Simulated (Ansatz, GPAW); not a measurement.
# Geometry or basis: what sets the conductance of hydroquinonedithiol between two Pd chains, part 2 of 4

Aim: the conductance of hydroquinonedithiol between two Pd chains after relaxation, and whether geometry, basis or functional moves it most.

GPAW 26.7.0 and Ansatz 0.2.0; Ansatz plane waves; relaxation of the junction with the lead ends held; PAW set soft_1 (the session's first sound run).

So far. Step 2 (Relaxation): The relaxation lowered the energy of the cell by 1.28 eV.

## Step 3: Plane waves, PBE

A plane-wave run comes first: its basis does not favour the atoms, so it serves as the reference for the orbital bases.

This step: Ansatz plane waves; Landauer transmission by layers, zero bias; PAW set soft_1 (Ansatz 0.2.0).

Contents of input.yaml:

```yaml
crystal:
  lattice:
    - [12.5456868881, 0.0, 0.0]
    - [0.0, 9.0, 0.0]
    - [0.0, 0.0, 46.6102152016]
  atoms:
    - { symbol: Pd, position: [0.5, 0.5, 0.0268181555] }
    - { symbol: Pd, position: [0.5, 0.5, 0.0804544666] }
    - { symbol: Pd, position: [0.5, 0.5, 0.1340907776] }
    - { symbol: Pd, position: [0.5, 0.5, 0.1877270886] }
    - { symbol: Pd, position: [0.5, 0.5, 0.2413633997] }
    - { symbol: Pd, position: [0.5, 0.5, 0.2949997107] }
    - { symbol: Pd, position: [0.4431177496, 0.5188545795, 0.3464778173] }
    - { symbol: Pd, position: [0.5231172548, 0.5036741017, 0.397856381] }
    - { symbol: S, position: [0.4184254213, 0.5111520474, 0.4361585554] }
    - { symbol: H, position: [0.6393738745, 0.5091438896, 0.4616548803] }
    - { symbol: C, position: [0.469647389, 0.5106423676, 0.4704121565] }
    - { symbol: C, position: [0.5781267897, 0.509578989, 0.4782282946] }
    - { symbol: H, position: [0.2792418816, 0.5124965799, 0.4663812437] }
    - { symbol: O, position: [0.2860158302, 0.5124615972, 0.4874943372] }
    - { symbol: C, position: [0.3909114475, 0.5112411403, 0.4935212756] }
    - { symbol: C, position: [0.609128393, 0.5091335817, 0.5067499507] }
    - { symbol: O, position: [0.7140302162, 0.5083660992, 0.5127730084] }
    - { symbol: H, position: [0.7207953327, 0.5077363527, 0.5338854805] }
    - { symbol: C, position: [0.4219173932, 0.5104407227, 0.522041557] }
    - { symbol: C, position: [0.5304042706, 0.5092790774, 0.529856858] }
    - { symbol: H, position: [0.3606982287, 0.5107380176, 0.5386217736] }
    - { symbol: S, position: [0.581645562, 0.507726015, 0.564104201] }
    - { symbol: Pd, position: [0.4768441258, 0.5012017334, 0.6023804569] }
    - { symbol: Pd, position: [0.5567959124, 0.5239568092, 0.6536294255] }
    - { symbol: Pd, position: [0.5, 0.5, 0.7050002893] }
    - { symbol: Pd, position: [0.5, 0.5, 0.7586366003] }
    - { symbol: Pd, position: [0.5, 0.5, 0.8122729114] }
    - { symbol: Pd, position: [0.5, 0.5, 0.8659092224] }
    - { symbol: Pd, position: [0.5, 0.5, 0.9195455334] }
    - { symbol: Pd, position: [0.5, 0.5, 0.9731818445] }
kpoints:
  mp_grid: { grid: [1, 1, 2] }
hamiltonian:
  xc: pbe
  pseudopotentials: { kind: paw, azcp: { folder: soft_1 } }
scf:
  occupations: { method: fermi_dirac, width: 0.1 }
output:
  transmission:
    leads: [[0, 1]]
    e_range: [-2, 2]
    de: 0.025
    kmesh: [1, 1]
    reduced_basis: true
  write_potential: true
  write_density: true
  volumetric_format: npy
```

The run is started by

```console
$ ansatz run input.yaml --threads 4 --pin off --max-ram 8192MiB --backend cpu --events-out ev --progress --plain --runs-dir out
```

Numbers of over 12 decimals in the logs are rounded to 6 here.

Log:

```text
[...]
Crystal: 30 atoms, lattice volume = 5262.814 Å³
Basis set: ecut = 420 eV, 102749 PW (Γ)
Bands: 204, of which v1, the nominal top of the filled ones, is band 170 counted from 1 (169 counted from 0)
Symmetry: 1 space group operations
[...]
k-points: 2
[...]
SCF iter   1: F=—  HF=-116066.669416 eV  |F-HF|=—  |Δ(HF+E_count)|=         —  Δρ=5.03e-2  dr2=3.99e2  ethr=3.10e-3  ⟨swp⟩=12.5  Hψ=2287  notcnv=0
[...]
SCF iter  18: F=-116034.508905 eV  HF=-116034.508905 eV  |F-HF|=9.85e-9  |Δ(HF+E_count)|=   6.98e-8  Δρ=5.13e-7  dr2=2.75e-8  ethr=2.94e-11  ⟨swp⟩=27.5  Hψ=1601  notcnv=0
[...]
SCF 1 converged in 18 iterations: F = -116034.508905 eV  dr2 = 2.75e-8
[...]
transmission: 8 of 74 steps passed
transmission: 15 of 74 steps passed
[...]
transmission: 74 of 74 steps passed
WARN: The output density's exchange-correlation potential varies sharply where the density is thin. Do not read a vacuum level from v_tot or v_xc, or from such a field of the output density. On a cell that repeats whose density bears no net charge and no dipole along the vacuum's axis use v_es (v_loc + v_h of the components); under efield.dipole_correction with no amplitude use v_es + v_field, which holds any externa [...]
SCF converged after 18 iterations
Free energy (F): -116034.508905 eV
[...]
Internal energy: -116032.867129 eV  (E = F + TS)
E sigma→0 (E₀):  -116033.688017 eV
Entropy (-TS):   -1.641776 eV (-54.726 meV/atom)
Fermi energy:    -3.841315 eV
[...]
--- Band table (eV) ---
  k-point 0: bands = [... 166 lower, -3.9711, -3.9485, -3.8873, -3.8377, -3.8328, -3.8007, -3.7450, -3.7326, ... 30 higher]
  k-point 1: bands = [... 166 lower, -3.9696, -3.9474, -3.8858, -3.8498, -3.8335, -3.8003, -3.7379, -3.7316, ... 30 higher]
--- Transmission ---
  basis      : 983 plane waves across, 74 finite elements along
  points     : 1, standing for a mesh of 1 x 1
  filling    : by the input's occupations and mesh, since the crystals that have channels conduct as metals do. If one of these is a semiconductor, that mesh has misplaced its level
  energies   : 161 from -2.000000 to 2.000000 eV about the Fermi level, 0.025000 eV apart; the leads are filled to 0.000000 eV, and channels, transmission and decay are at 0.000000 eV
  crystal 0  : Pd1, at the sites [0, 1], period 2.5000 Å, over 30.00 Å; its Hamiltonian steps by up to 1.3 meV
    offset         : up to 0.0000 Å between an atom of the period and one for which it stands
    filled         : 10.9 meV under the level at which it is neutral
    channels       : 4.000000e0 a spin
    conductance    : 2.7370e14 S/m² at 300 K; may be off by some 0.0 % by where its bands' edges are placed, 0.1 % from the distance to neutral
  junction   : crystal 0 to crystal 0, 0.70 to 44.81 Å
    transmission   : 4.401151e-2 a spin
    conductance    : 2.9339e12 S/m² at 300 K (2.9339e12 on every other energy)
    error estimate : 0.0 % from the energy spacing and 0.1 % from band edges of the leads and from resonances (wavevectors taken as independent; lower de), 0.3 % from the steps of its leads' Hamiltonians or their offsets (lay more layers), 1.4 % from the distance to neutral
    resistance     : 3.3719e-1 Ω µm² beyond half of each lead's own
```

The job ended after 1.6 h (4 threads of Arm Neoverse V2, shared host; peak memory 6.5 GiB).

This step gave:

```yaml
free_energy: -116034.5089 eV
lead_level: 0 eV from the Fermi level
transmission_at_the_fermi_level_one_spin: 0.04401
open_channels_of_the_lead_at_the_fermi_level_one_spin: 4
step_of_the_potential_along_the_lead: 1.3 meV
offset_of_the_lead: 0 Å
filling_of_the_lead_less_its_bulk_value_in_size: 10.9 meV
conductance: 0.04276 G₀
```

One spin. The transmission, zone mean by energy, zero at the Fermi level:

energy (eV), log10 transmission, zone mean and a bar from the least value:
```
   -2.000       -1.0 #########################
   -1.925        0.0 ##############################
   -1.800       -0.7 ###########################
   -1.600       -1.0 #########################
   -1.400       -1.2 ########################
   -1.200       -1.5 #######################
   -1.000       -1.7 ######################
   -0.925       -0.1 ##############################
   -0.825        0.0 ##############################
   -0.800       -0.1 ##############################
   -0.600       -0.8 ##########################
   -0.475        0.0 ##############################
   -0.400       -0.3 #############################
   -0.200       -1.3 ########################
    0.000       -1.4 ########################
    0.200       -2.6 #################
    0.400       -3.0 ################
    0.600       -3.3 ##############
    0.800       -3.5 #############
    1.000       -3.8 ############
    1.200       -4.1 ###########
    1.400       -4.7 ########
    1.600       -6.3 
    1.800       -4.3 ##########
    2.000       -3.6 #############
```

One spin. The open channels, zone mean by energy, zero at the Fermi level:

```tsv
energy (eV)	open channels, zone mean
-2.000	3
-1.900	3
-1.800	3
-1.700	3
-1.600	3
-1.500	3
-1.400	3
-1.300	3
-1.200	3
-1.100	5
-1.000	5
-0.900	5
-0.800	5
-0.700	5
-0.600	5
-0.500	4
-0.400	4
-0.300	4
-0.200	4
-0.100	4
0.000	4
0.100	4
0.200	1
0.300	1
0.400	1
0.500	1
0.600	1
0.700	1
0.800	1
0.900	1
1.000	1
1.100	1
1.200	1
1.300	1
1.400	1
1.500	1
1.600	1
1.700	1
1.800	1
1.900	1
2.000	1
```

Crystal 0, spin -, k parallel (0, 0); distinct values, listed up to 1.5 1/Å. The Im kz of the slowest decaying states by energy, zero at the Fermi level:

```tsv
energy (eV)	decay 1 (Å⁻¹)	decay 2 (Å⁻¹)	decay 3 (Å⁻¹)	decay 4 (Å⁻¹)
-2.000	0.728	0.818	0.819	1.31
-1.800	0.679	0.728	0.729	1.30
-1.600	0.614	0.614	0.625	1.28
-1.400	0.452	0.453	0.565	1.26
-1.200	0.0726	0.0754	0.497	1.23
-1.000	0.419	1.21	1.26	1.26
-0.800	0.320	1.19	1.24	1.24
-0.600	0.174	1.17	1.22	1.22
-0.400	0.395	0.395	1.15	1.20
-0.200	0.552	0.552	1.13	1.18
0.000	0.656	1.11	1.15	1.16
0.200	0.0869	0.0873	0.102	0.735
0.400	0.177	0.177	0.225	0.797
0.600	0.228	0.228	0.302	0.850
0.800	0.263	0.263	0.361	0.894
1.000	0.288	0.289	0.411	0.933
1.200	0.306	0.307	0.454	0.966
1.400	0.319	0.320	0.492	0.947
1.600	0.326	0.327	0.525	0.924
1.800	0.327	0.330	0.555	0.900
2.000	0.324	0.327	0.582	0.877
```

Crystal 0, spin -, k parallel (0, 0). Re kz of states that move upwards against energy, zero at the Fermi level:

```tsv
energy (eV)	channel 1 (Å⁻¹)	channel 2 (Å⁻¹)	channel 3 (Å⁻¹)	channel 4 (Å⁻¹)	channel 5 (Å⁻¹)
-2.0000	-0.781	-0.781	0.603	-	-
-1.7500	-0.694	-0.694	0.646	-	-
-1.5000	-0.616	-0.616	0.689	-	-
-1.2500	-0.542	-0.542	0.735	-	-
-1.0000	-0.470	-0.470	0.486	0.487	0.783
-0.7500	-0.399	-0.398	0.819	0.819	0.837
-0.5000	-0.325	-0.325	0.0752	0.899	-
-0.2500	-0.244	-0.243	0.307	0.975	-
0.0000	-0.141	-0.140	0.425	1.08	-
0.2500	0.513	-	-	-	-
0.5000	0.584	-	-	-	-
0.7500	0.644	-	-	-	-
1.0000	0.695	-	-	-	-
1.2500	0.740	-	-	-	-
1.5000	0.781	-	-	-	-
1.7500	0.818	-	-	-	-
2.0000	0.853	-	-	-	-
```

The electrostatic potential energy of an electron (with the applied field's), less the Fermi level, planar mean oscillates, so the rows of the table below give means over windows of 2.48 Å about each position, cut where the curve ends. Its first 14 maxima inside the range that stand out by 2 % of the span (Å: eV): 2.5: 5.11, 5.0: 5.11, 7.4: 5.10, 10.1: 5.08, 12.5: 5.08, 15.0: 4.98, 17.3: 4.83, 19.5: 4.55, 21.1: 4.35, 23.3: 3.52, 25.5: 4.35, 27.1: 4.55, 29.3: 4.82, 31.6: 4.98. Its first 14 minima: 1.3: 3.92, 3.8: 3.91, 6.3: 3.91, 8.7: 3.90, 11.2: 3.88, 13.7: 3.86, 16.2: 3.76, 18.5: 3.69, 20.4: 3.97, 22.4: 3.23, 24.3: 3.23, 26.2: 3.96, 28.1: 3.69, 30.4: 3.76.

Table of electrostatic potential energy of an electron (with the applied field's), less the Fermi level, planar mean by z; means over each step:

```tsv
z (Å)	electrostatic potential energy of an electron (with the applied field's), less the Fermi level, planar mean (eV)
1.24	4.55
3.72	4.55
6.20	4.55
8.68	4.54
11.16	4.52
13.64	4.49
16.12	4.39
18.60	4.23
21.08	3.90
23.56	3.35
26.04	4.12
28.52	4.28
31.00	4.40
33.48	4.51
35.96	4.52
38.44	4.54
40.92	4.55
43.40	4.55
45.88	4.39
```

The valence density, planar mean oscillates, so the rows of the table below give means over windows of 2.48 Å about each position, cut where the curve ends. Its first 14 maxima inside the range that stand out by 2 % of the span (Å: e/Å³): 1.3: 0.154, 3.8: 0.155, 6.3: 0.155, 8.7: 0.155, 11.2: 0.155, 13.7: 0.154, 16.2: 0.155, 18.5: 0.155, 20.1: 0.0348, 22.7: 0.120, 23.9: 0.120, 26.5: 0.0348, 28.1: 0.156, 30.4: 0.155. Its first 14 minima: 2.5: 0.0107, 5.0: 0.0107, 7.4: 0.0109, 10.1: 0.0107, 12.5: 0.0107, 15.0: 0.0122, 17.3: 0.0110, 19.5: 0.0268, 21.0: 0.0313, 23.3: 0.0852, 25.6: 0.0313, 27.1: 0.0268, 29.3: 0.0111, 31.6: 0.0122.

Valence density, planar mean against z; means over each step:

```tsv
z (Å)	valence density, planar mean (e/Å³)
1.24	0.0642
3.72	0.0642
6.20	0.0642
8.68	0.0642
11.16	0.0642
13.64	0.0644
16.12	0.0647
18.60	0.0684
21.08	0.0467
23.56	0.0999
26.04	0.0364
28.52	0.0662
31.00	0.0659
33.48	0.0640
35.96	0.0639
38.44	0.0640
40.92	0.0640
43.40	0.0640
45.88	0.0816
```

T at the Fermi level is 0.0440 of 4 open channels a spin.

## Step 4: GPAW, dzp

The script solves lead and junction separately, takes H and S in the orbital basis, and joins semi-infinite leads through their self-energies; the dzp basis is the working standard.

This step: GPAW LCAO, PAW setups; Landauer transmission from Green's functions with principal layers (ASE), zero bias (GPAW 26.7.0).

Contents of run.py:

```python
import json
import numpy as np
from ase import Atoms
from ase.transport.calculators import TransportCalculator
from gpaw import GPAW, FermiDirac
from gpaw.lcao.tools import get_lcao_hamiltonian
from scipy.linalg import eigh

# The junction with lead layers at both ends, along the third cell vector
device = Atoms(
    ['Pd', 'Pd', 'Pd', 'Pd', 'Pd', 'Pd', 'Pd', 'Pd', 'S', 'H', 'C', 'C', 'H', 'O', 'C', 'C', 'O', 'H', 'C', 'C', 'H', 'S', 'Pd', 'Pd', 'Pd', 'Pd', 'Pd', 'Pd', 'Pd', 'Pd'],
    positions=[
        [6.27284, 4.50000, 1.25000],
        [6.27284, 4.50000, 3.75000],
        [6.27284, 4.50000, 6.25000],
        [6.27284, 4.50000, 8.75000],
        [6.27284, 4.50000, 11.25000],
        [6.27284, 4.50000, 13.75000],
        [5.55922, 4.66969, 16.14941],
        [6.56287, 4.53307, 18.54417],
        [5.24943, 4.60037, 20.32944],
        [8.02138, 4.58230, 21.51783],
        [5.89205, 4.59578, 21.92601],
        [7.25300, 4.58621, 22.29032],
        [3.50328, 4.61247, 21.73813],
        [3.58827, 4.61215, 22.72222],
        [4.90425, 4.60117, 23.00313],
        [7.64193, 4.58220, 23.61972],
        [8.95800, 4.57529, 23.90046],
        [9.04287, 4.56963, 24.88452],
        [5.29324, 4.59397, 24.33247],
        [6.65429, 4.58351, 24.69674],
        [4.52521, 4.59664, 25.10528],
        [7.29714, 4.56953, 26.29302],
        [5.98234, 4.51082, 28.07708],
        [6.98539, 4.71561, 30.46581],
        [6.27284, 4.50000, 32.86022],
        [6.27284, 4.50000, 35.36022],
        [6.27284, 4.50000, 37.86022],
        [6.27284, 4.50000, 40.36022],
        [6.27284, 4.50000, 42.86022],
        [6.27284, 4.50000, 45.36022]],
    cell=[[12.54569, 0.0, 0.0], [0.0, 9.0, 0.0], [0.0, 0.0, 46.61022]],
    pbc=True)

# One principal layer of the lead: the first 5 atoms of the device
lead = Atoms(
    ['Pd', 'Pd', 'Pd', 'Pd', 'Pd'],
    positions=[
        [6.27284, 4.50000, 1.25000],
        [6.27284, 4.50000, 3.75000],
        [6.27284, 4.50000, 6.25000],
        [6.27284, 4.50000, 8.75000],
        [6.27284, 4.50000, 11.25000]],
    cell=[[12.54569, 0.0, 0.0], [0.0, 9.0, 0.0], [0.0, 0.0, 12.5]],
    pbc=True)

settings = dict(mode='lcao', basis='dzp', xc='PBE', h=0.18,
                occupations=FermiDirac(0.1), maxiter=250,
                mixer=dict(beta=0.1, nmaxold=8, weight=100.0),
                convergence=dict(density=0.0001))
energies = np.arange(-2, 2 + 1e-9, 0.025)
eta = 0.0001
n1, n2 = 1, 1
# k and -k transmit alike, so half of the mesh across the current serves
mesh = [(i, j) for i in range(n1) for j in range(n2) if (i, j) <= (-i % n1, -j % n2)]
weights = np.array([1 if (i, j) == (-i % n1, -j % n2) else 2 for i, j in mesh]) / (n1 * n2)

# [... helper functions left out ...]
fermi_lead = ground_state(lead, (1, 1, 9), 'lead.txt')
fermi_device = ground_state(device, (1, 1, 2), 'device.txt')
# [... loop over the mesh left out, but for ...]
        # Shift the lead onto the potential of the device's first layer
        shift = ((H[:, 0, 0] - H0[:, 0, 0]) / S0[0, 0]).real.mean()
# [...]
kT = 8.617333e-5 * 300
bias = [0.1, 0.2, 0.5, 1.0, 1.5, 2.0]
# [... integrals and printing left out ...]
```

The run is started by

```console
$ OMP_NUM_THREADS=1 OPENBLAS_NUM_THREADS=1 python run.py
```

Log:

```text
basis functions: device 582, principal layer 135
Fermi level: lead -4.3154 eV, device -4.1007 eV; lead shifted by -0.0017 eV
largest coupling past the next layer 1.07e-04 eV, largest misfit of the first layer 0.035 eV
  E-E_F (eV)   T (one spin)  channels
    -2.000    9.6128e-02    3.0000
    -1.975    1.8190e-01    3.0000
    -1.950    4.0378e-01    3.0000
    -1.925    8.7030e-01    3.0000
    -1.900    8.8702e-01    3.0000
    -1.875    5.0715e-01    3.0000
    -1.850    3.0418e-01    3.0000
    -1.825    2.0948e-01    3.0000
    -1.800    1.6059e-01    3.0000
    -1.775    1.3290e-01    3.0000
    -1.750    1.1620e-01    3.0000
    -1.725    1.0580e-01    3.0000
    -1.700    9.9289e-02    3.0000
    -1.675    9.5332e-02    3.0000
    -1.650    9.3106e-02    3.0000
    -1.625    9.2048e-02    3.0000
[...]
1.825    6.8024e-05    1.0000
     1.850    8.4376e-05    1.0000
     1.875    1.0339e-04    1.0000
     1.900    1.2542e-04    1.0000
     1.925    1.5087e-04    1.0000
     1.950    1.8021e-04    1.0000
     1.975    2.1399e-04    1.0000
     2.000    2.5284e-04    1.0000
conductance at 300 K: 0.037234 G0 a cell; thermopower 16.34 uV/K
current from the zero-bias T(E) at 0.1 V: 0.28386 uA
current from the zero-bias T(E) at 0.2 V: 0.53916 uA
current from the zero-bias T(E) at 0.5 V: 1.2419 uA
current from the zero-bias T(E) at 1.0 V: 9.0024 uA
current from the zero-bias T(E) at 1.5 V: 15.871 uA
current from the zero-bias T(E) at 2.0 V: 23.134 uA
```

It took 9.1 min on 1 thread; peak memory 3.2 GiB.

This step gave:

```yaml
conductance: 0.03723 G₀
largest_coupling_past_the_next_principal_layer: 1.07e-4 eV
largest_misfit_of_the_first_principal_layer: 0.03455 eV
shift_that_aligns_the_lead: -0.001664 eV
basis_functions_of_the_junction: 582
basis_functions_of_a_principal_layer: 135
transmission_at_the_fermi_level_one_spin: 0.03864
```

One spin. Transmission, zone mean against energy, zero at the Fermi level:

```tsv
energy (eV)	transmission, zone mean
-2.000	0.0961
-1.900	0.887
-1.800	0.161
-1.700	0.0993
-1.600	0.0918
-1.500	0.0917
-1.400	0.0809
-1.300	0.0580
-1.200	0.0378
-1.100	0.0204
-1.000	0.0151
-0.925	0.989
-0.900	0.221
-0.800	0.963
-0.700	0.419
-0.600	0.288
-0.500	0.177
-0.400	0.932
-0.300	0.117
-0.200	0.0498
-0.100	0.0408
0.000	0.0386
0.100	0.0218
0.200	0.00177
0.300	0.00106
0.400	7.6e-4
0.500	5.7e-4
0.600	4.3e-4
0.700	3.3e-4
0.800	2.5e-4
0.900	1.9e-4
1.000	1.3e-4
1.100	9.2e-5
1.200	5.8e-5
1.300	3.1e-5
1.400	1.2e-5
1.500	1.4e-6
1.600	1.7e-6
1.700	1.7e-5
1.800	5.4e-5
1.900	1.3e-4
2.000	2.5e-4
```

Crossings of the lead's bands, unfolded to its shortest repeat. The open channels, zone mean by energy, zero at the Fermi level:

energy (eV), open channels, zone mean and a bar from the least value:
```
   -2.000       3.00 ###############
   -1.900       3.00 ###############
   -1.800       3.00 ###############
   -1.700       3.00 ###############
   -1.600       3.00 ###############
   -1.500       3.00 ###############
   -1.400       3.00 ###############
   -1.300       3.00 ###############
   -1.200       3.00 ###############
   -1.100       3.00 ###############
   -1.000       5.00 ##############################
   -0.900       5.00 ##############################
   -0.800       5.00 ##############################
   -0.700       5.00 ##############################
   -0.600       5.00 ##############################
   -0.500       5.00 ##############################
   -0.400       4.00 ######################
   -0.300       4.00 ######################
   -0.200       4.00 ######################
   -0.100       4.00 ######################
    0.000       4.00 ######################
    0.100       4.00 ######################
    0.200       1.00 
    0.300       1.00 
    0.400       1.00 
    0.500       1.00 
    0.600       1.00 
    0.700       1.00 
    0.800       1.00 
    0.900       1.00 
    1.000       1.00 
    1.100       1.00 
    1.200       1.00 
    1.300       1.00 
    1.400       1.00 
    1.500       1.00 
    1.600       1.00 
    1.700       1.00 
    1.800       1.00 
    1.900       1.00 
    2.000       1.00
```

Not self-consistent under bias; the bias window is split evenly. Table of current through one cell, from the zero-bias transmission by bias:

```tsv
bias (V)	current through one cell, from the zero-bias transmission (μA)
0.100	0.284
0.200	0.539
0.500	1.24
1.000	9.00
1.500	15.9
2.000	23.1
```

Transmission of the three most open eigenchannels against energy, zero at the Fermi level:

```tsv
energy (eV)	channel 1	channel 2	channel 3
-2.000	0.0907	0.00545	2.3e-5
-1.800	0.154	0.00618	5.1e-5
-1.600	0.0845	0.00713	1.2e-4
-1.400	0.0687	0.0119	2.9e-4
-1.200	0.0209	0.0161	7.3e-4
-1.000	0.00886	0.00484	0.00131
-0.800	0.957	0.00590	3.6e-4
-0.600	0.282	0.00525	2.6e-4
-0.400	0.778	0.145	0.00804
-0.200	0.0434	0.00606	2.7e-4
0.000	0.0331	0.00546	9.8e-5
0.200	0.00177	8.2e-11	2.8e-11
0.400	7.6e-4	2.6e-11	0
0.600	4.3e-4	2.4e-11	0
0.800	2.5e-4	2.2e-11	0
1.000	1.3e-4	2.0e-11	0
1.200	5.8e-5	1.7e-11	0
1.400	1.2e-5	1.4e-11	0
1.600	1.7e-6	9.5e-12	0
1.800	5.4e-5	5.8e-12	0
2.000	2.5e-4	2.3e-12	0
```

At the Fermi level T is 0.0386 against 0.0440 in plane waves. Couplings past the next layer reach 1.1e-4 eV, small enough to drop; the matrix elements of the cell's first layer differ from the bulk lead's by up to 0.035 eV. That layer keeps its own values in the calculation, and only beyond it is the lead taken as perfect. The Fermi levels of lead and junction count from different zeros of potential, one for each periodic cell; with both set to zero, the small remaining shift is what aligns them. By hand: G = 0.03723 × 77.48 μS = 2.88 μS, a resistance of 347 kΩ; at 0.1 V a linear junction would pass 0.288 μA, and the integral over the bias window gives 0.284 μA.

(Continued in part 3 of 4.)

[Logs are printed without paths, hosts, clocks, repeated set-up lines and the standing remarks that a program may print on its own settings, such as how far it seeks lower states.]

[Hosts, paths, dates, database ids (printed as entryN), source tags and the programs' standing remarks are cut or masked in the printed files.]
